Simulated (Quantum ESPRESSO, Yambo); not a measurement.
Four G0W0 runs on BaTiO3 (P4mm).

```
Ba Ti O
1.0
     3.99048    0.00000    0.00000
     0.00000    3.99048    0.00000
     0.00000    0.00000    4.02303
Ba Ti O
1 1 3
Direct
  0.00000 0.00000 0.00000
  0.50000 0.50000 0.52200
  0.50000 0.50000 0.97900
  0.50000 0.00000 0.48800
  0.00000 0.50000 0.48800
```

The cell and positions come from the Crystallography Open Database and are kept as given unless a step says otherwise. Spin-orbit coupling is left out unless a run names it.

Program: Yambo 5.3.0; PBE start, 4×4×4 mesh, Godby-Needs plasmon pole.

| bands | screening cutoff (eV) | gap on the mesh (eV) |
| --- | --- | --- |
| 87 | 122.5 | 3.379 |
| 287 | 122.5 | 3.279 |
| 87 | 204.1 | 3.362 |

**Question.** If the two steps added up, what gap would 287 bands at 204.1 eV give? Do they add up?

From the first row, the second adds −0.100 eV and the third −0.017 eV, so the sum predicts 3.379 −0.100 −0.017 = 3.262 eV. The run gave 3.317 eV, +0.055 eV from that. They don't add up: at the higher cutoff the same bands are worth −0.045 eV.

Limits: not at the basis limit; no spin-orbit coupling; coarse k mesh.

[Paths, hosts, dates, memory and timing lines, banners, echoed tables and standing remarks are left out of the program output.]

[Logs are printed without paths, hosts, clocks, repeated set-up lines and the standing remarks that a program may print on its own settings, such as how far it seeks lower states.]

[Runs of the session that timed out or met a known fault of the program may be left out.]

[Hosts, paths, dates, database ids (printed as entryN), source tags and the programs' standing remarks are cut or masked in the printed files.]
